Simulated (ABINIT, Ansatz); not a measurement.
Entries from a set of simulations; values are calculated unless marked as measured.

### Quasiparticle gap of NaAsF6 (Fm-3m) in ABINIT

The structure is cubic, space group Fm-3m (No. 225). Conventional cell: a = 7.966 Å, b = 7.966 Å, c = 7.966 Å, α = 90.00°, β = 90.00°, γ = 90.00°. Nearest to Na lie 6 F at 2.24 Å. As has 6 F at 1.74 Å nearest. Nearest to F lie 1 As at 1.74 Å and 1 Na at 2.24 Å. Farther neighbours, and contacts between anions beyond the nearest, are not listed.

```xyz
8
Lattice="0.0000 3.9830 3.9830 3.9830 0.0000 3.9830 3.9830 3.9830 0.0000" Properties=species:S:1:pos:R:3 pbc="T T T"
Na    3.9830    3.9830    3.9830
As    0.0000    0.0000    0.0000
F     3.9830    3.9830    6.2265
F     3.9830    1.7396    3.9830
F     1.7396    3.9830    3.9830
F     3.9830    3.9830    1.7396
F     3.9830    6.2265    3.9830
F     6.2265    3.9830    3.9830
```

```
method               : RPA screening on LDA, plane waves, norm-conserving pseudopotentials (and 2 further levels or steps)
program              : ABINIT 10.8.3
settings             : cutoff 44 Ha, PseudoDojo scalar-relativistic 0.4.1 stringent, norm-conserving, ngkpt (2, 2, 2), nband 98, ecuteps 3.6 Ha, inclvkb 2, shiftk (0, 0, 0), symchi 1, awtr 1, frequency ppm, 2×2×2 k-mesh
cost                 : 5 runs, 3.8 min in all on 4 MPI ranks of Arm Neoverse V1, shared host
notes                : The program’s warnings: nproc spkpt=  >= nkpt= * nsppol=. The cell and positions are those that the Materials Project relaxed with its own functionals (PBE, PBE+U or r2SCAN), kept fixed. Limits: no spin-orbit coupling. The 2×2×2 mesh is coarse for this cell, which bears on the long-range parts of exchange and screening.
LDA gap              : 5.29 eV, direct
G0W0 gap on the mesh : 10.99 eV
GW settings          : 2×2×2 mesh, 98 bands, screening to 98 eV, Godby-Needs plasmon pole
known limits         : short of the basis limit; no spin-orbit coupling; coarse k mesh
```

G0W0 moves the gap on the mesh from 5.29 eV to 10.99 eV (+5.70 eV), with Z of 0.83 and 0.88 at the edges. Local fields lower the RPA ε∞ on this mesh from 1.89 to 1.72; a Γ-centred mesh this coarse tends to raise both, most where the direct gap is narrow, while a short band sum lowers them.

[Long decimals in the printed logs are rounded to 6 places.]

[Logs are printed without paths, hosts, clocks, repeated set-up lines and the standing remarks that a program may print on its own settings, such as how far it seeks lower states.]

[Paths, hosts, dates, memory and timing lines, banners, echoed tables and standing remarks are left out of the program output; an Ansatz launch command may be rebuilt from the run's recorded settings. Measured values are a selection of at most five: reports struck by readers or far from the other reports are left out. None is set beside runs whose start may be inverted or whose files or cutoffs have a known fault.]

[Runs of the session that timed out or met a known fault of the program may be left out.]

[Hosts, paths, dates, database ids (printed as entryN), source tags and the programs' standing remarks are cut or masked in the printed files.]

[G0W0 gaps are taken among the corrected bands and points alone; a level outside them can change the order at an edge.]

[Where Ansatz stands beside ABINIT at settings called matched, ABINIT's density can come from a denser mesh and the files from another edition; pairs whose starting gaps differed by over 0.03 eV were left out, so agreement reads better than it is.]
